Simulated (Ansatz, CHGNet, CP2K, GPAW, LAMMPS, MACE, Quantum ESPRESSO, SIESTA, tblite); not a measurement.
# Amorphous Ge (61 atoms) in CP2K, part 4 of 4

How do the settings of CP2K change the result for amorphous Ge (61 atoms)? A plane-wave run serves as the yardstick.

Program: CP2K 2026.2; the method stands at each step. Banners, paths, timers and routine set-up lines are dropped from the logs unmarked, and long logs keep their key lines alone; longer cuts are marked.

So far. Step 10 (PBE, DZVP-MOLOPT-SR, 350/70 Ry, diagonalisation): Against the first run (12 %), the force difference from the reference is 12 %, at 1.4 times the CPU time: the change moves forces by under 0.01 meV/Å r.m.s., so most of the difference comes from elsewhere. Step 11 (revPBE, PBE potentials, DZVP-MOLOPT-SR, 350/50 Ry …): Against the first run (12 %), the force difference from the reference is 12 %, at 1.1 times the CPU time; the model has changed, so this is no error of the program alone.

## (12) Another try, on a changed input

Level of this step: Kohn-Sham DFT, PBE, GTH-PBE pseudopotentials, Gaussian and plane waves, DZVP-MOLOPT-SR-GTH, diagonalisation (CP2K).

input.inp reads:

```
&GLOBAL
  PROJECT cell
  RUN_TYPE ENERGY_FORCE
  PRINT_LEVEL LOW
&END GLOBAL
&FORCE_EVAL
  METHOD QS
  STRESS_TENSOR ANALYTICAL
  &DFT
    BASIS_SET_FILE_NAME BASIS_MOLOPT
    POTENTIAL_FILE_NAME GTH_POTENTIALS
    &MGRID
      CUTOFF 350
      REL_CUTOFF 50
    &END MGRID
    &QS
      EPS_DEFAULT 1.0E-12
    &END QS
    &SCF
      SCF_GUESS ATOMIC
      EPS_SCF 1.0E-06
      MAX_SCF 50
      &DIAGONALIZATION
        ALGORITHM STANDARD
      &END DIAGONALIZATION
      &SMEAR ON
        METHOD FERMI_DIRAC
        ELECTRONIC_TEMPERATURE [K] 580
      &END SMEAR
      &MIXING
        METHOD BROYDEN_MIXING
        ALPHA 0.15
        NBROYDEN 8
      &END MIXING
      &PRINT
        &RESTART OFF
        &END RESTART
      &END PRINT
    &END SCF
    &XC
      &XC_FUNCTIONAL PBE
      &END XC_FUNCTIONAL
    &END XC
    &PRINT
      &MULLIKEN ON
      &END MULLIKEN
      &HIRSHFELD ON
        SHAPE_FUNCTION DENSITY
      &END HIRSHFELD
      &MO ON
        EIGENVALUES T
        OCCUPATION_NUMBERS T
        MO_INDEX_RANGE 111 122
        &EACH
          QS_SCF 0
        &END EACH
        ADD_LAST NUMERIC
      &END MO
    &END PRINT
  &END DFT
  &SUBSYS
    &CELL
      A 10.64970 0.00000 0.00000
      B 0.00000 10.64970 0.00000
      C 0.00000 0.00000 10.64970
    &END CELL
    &COORD
[... 61 atom lines left out: the same atoms as in the first run ...]
    &END COORD
    &KIND Ge
      BASIS_SET DZVP-MOLOPT-SR-GTH-q4
      POTENTIAL GTH-PBE-q4
    &END KIND
  &END SUBSYS
  &PRINT
    &FORCES ON
    &END FORCES
    &STRESS_TENSOR ON
    &END STRESS_TENSOR
  &END PRINT
&END FORCE_EVAL
```

The run is started by

```
$ OMP_NUM_THREADS=2 cp2k.psmp -i input.inp > output.txt
```

Numbers of over 12 decimals in the logs are rounded to 6 here.

Output:

```text
CP2K| version string:                                       CP2K version 2026.2
 CP2K| Input file name                                                 input.inp
 GLOBAL| Basis set file name                                        BASIS_MOLOPT
 GLOBAL| Potential file name                                      GTH_POTENTIALS
 GLOBAL| Run type                                                   ENERGY_FORCE
 GLOBAL| Total number of message passing processes                             1
 GLOBAL| Number of threads for this process                                    2
 *   ___                                                                       *
 *  /   \                                                                      *
 * [ABORT]                                                                     *
 *  \___/             Extra MOs (ADDED_MOS) are required for smearing          *
 *    |                                                                        *
 *  O/|                                                                        *
 * /| |                                                                        *
```

Run time: 0.67 s. Hardware: 2 threads of Arm Neoverse V1, shared host; peak memory 0.15 GiB.

The program stopped at the start. The fault in the input: smearing without added orbitals (added orbitals 0).

## (13) All runs compared

Differences are against the plane-wave reference, forces as r.m.s. over components; share is that over the reference's r.m.s. force, slope the least-squares factor from reference forces to these. Total energies of different programs have different zeros and aren't compared.

| run | Δ force, r.m.s. (meV/Å) | share (%) | slope | Δ pressure (GPa) | cores | CPU time | memory (GiB) |
| --- | --- | --- | --- | --- | --- | --- | --- |
| reference | - | - | - | - | 4 | 1.7 min | 1.8 |
| CP2K PBE, DZVP-MOLOPT-SR, 350/50 Ry, diagonalisation | 32.3 | 11.5 | 1.026 | 1.34 | 2 | 91 s | 1.6 |
| CP2K PBE, SZV-MOLOPT-SR, 350/50 Ry, diagonalisation (coarse) | 391 | 139 | 1.188 | -1.50 | 1 | 47 s | 1.5 |
| CP2K PBE, TZVP-UZH, 350/50 Ry, diagonalisation | 27.0 | 9.64 | 1.033 | 0.938 | 4 | 2.8 min | 3.4 |
| CP2K PBE, TZV2P-MOLOPT (SR for Ge), 350/50 Ry, diagonalisation | 19.6 | 6.99 | 1.020 | 0.849 | 4 | 2.3 min | 3.4 |
| CP2K PBE, DZVP-MOLOPT-SR, 122/50 Ry, diagonalisation (coarse) | 32.3 | 11.5 | 1.026 | 1.34 | 1 | 68 s | 0.65 |
| CP2K PBE, DZVP-MOLOPT-SR, 244/50 Ry, diagonalisation (coarse) | 32.3 | 11.5 | 1.026 | 1.34 | 2 | 96 s | 1.3 |
| CP2K RPBE, PBE potentials, DZVP-MOLOPT-SR, 350/50 Ry, diagonalisation | 33.1 | 11.8 | 1.020 | 1.70 | 2 | 97 s | 1.6 |
| CP2K PBE+rVV10L, DZVP-MOLOPT-SR, 350/50 Ry, diagonalisation | 37.5 | 13.4 | 1.033 | 1.05 | 2 | 3.2 min | 2.8 |
| CP2K PBE, DZVP-MOLOPT-SR, 350/70 Ry, diagonalisation | 32.3 | 11.5 | 1.026 | 1.34 | 2 | 2.1 min | 1.6 |
| CP2K revPBE, PBE potentials, DZVP-MOLOPT-SR, 350/50 Ry, diagonalisation | 32.5 | 11.6 | 1.021 | 1.59 | 2 | 97 s | 1.6 |

Rows marked coarse were listed beforehand as settings not expected to be converged; some can still land near the reference.

CPU time is summed over cores on a shared host, where runs went side by side, so it is rough. Symmetry, cutoffs, thresholds, outputs and thread counts weren't matched or tuned between programs; memory under MPI is the largest rank's times the ranks.

Within one program, basis, potentials and functional, energies share a zero. Each run against its twin at the usual cutoff or grid and solver:

| run | twin | Δ energy (meV/atom) | Δ force, r.m.s. (meV/Å) | CPU time over the twin's |
| --- | --- | --- | --- | --- |
| CP2K PBE, DZVP-MOLOPT-SR, 122/50 Ry, diagonalisation | DZVP-MOLOPT-SR, 350/50 Ry, diagonalisation | 0.0028 | 0.415 | 0.75 (this twin ran on 2 cores) |
| CP2K PBE, DZVP-MOLOPT-SR, 244/50 Ry, diagonalisation | DZVP-MOLOPT-SR, 350/50 Ry, diagonalisation | 2.0e-4 | 0.02 | 1.1 |
| CP2K PBE, DZVP-MOLOPT-SR, 350/70 Ry, diagonalisation | DZVP-MOLOPT-SR, 350/50 Ry, diagonalisation | 1.0e-4 | 0 | 1.4 |

Further runs of this program without a result: CP2K GFN1-xTB, diagonalisation (not converged).

## (14) Results

| Item | Value |
| --- | --- |
| nearest in forces | CP2K PBE, TZV2P-MOLOPT (SR for Ge), 350/50 Ry, diagonalisation, 7.0 % |
| its CPU time | 2.3 min |

In words: The PBE runs in local orbitals, coarse settings apart, differ by 7.0 % (CP2K PBE, TZV2P-MOLOPT (SR for Ge), 350/50 Ry, diagonalisation) to 12 % (CP2K PBE, DZVP-MOLOPT-SR, 350/70 Ry, diagonalisation); basis, grid and potentials can all enter. Rows with another functional or a dispersion term differ by 12 % (CP2K revPBE, PBE potentials, DZVP-MOLOPT-SR, 350/50 Ry, diagonalisation) to 13 % (CP2K PBE+rVV10L, DZVP-MOLOPT-SR, 350/50 Ry, diagonalisation), which mixes the change of model with differences of basis and potentials, some of them made for another functional. Runs with settings chosen to be coarse differ by 12 % (CP2K PBE, DZVP-MOLOPT-SR, 244/50 Ry, diagonalisation) to 139 % (CP2K PBE, SZV-MOLOPT-SR, 350/50 Ry, diagonalisation), their programs' other errors included. One electronic-structure run takes under half the reference's CPU time: CP2K PBE, SZV-MOLOPT-SR, 350/50 Ry, diagonalisation, at 139 % in 47 s against 1.7 min, too far off to be of use. The potentials hold different valence shells: 854 electrons in the reference, 244 in CP2K with TZV2P-MOLOPT; this bears on time and differences. The quench rate of 5 K/ps is many orders above laboratory rates, so the cell is likely richer in defects and strain than a real sample. The network of bonds at the start is that of the classical potential that made the cell, and needn't be the one that DFT or experiment would give. The reference's pressure of 9.5 GPa belongs to a cell and atoms that aren't relaxed at this level. The electronic-structure runs sample only Γ, in a cell whose shortest periodic width is 11 Å, which is coarse for a cell with partly filled levels.

[Also dropped from logs without a mark: logging warnings of Python, and SIESTA's first energy breakdown and zero terms.]

[Logs are printed without paths, hosts, clocks, repeated set-up lines and the standing remarks that a program may print on its own settings, such as how far it seeks lower states.]

[Hosts, paths, dates, database ids (printed as entryN), source tags and the programs' standing remarks are cut or masked in the printed files.]
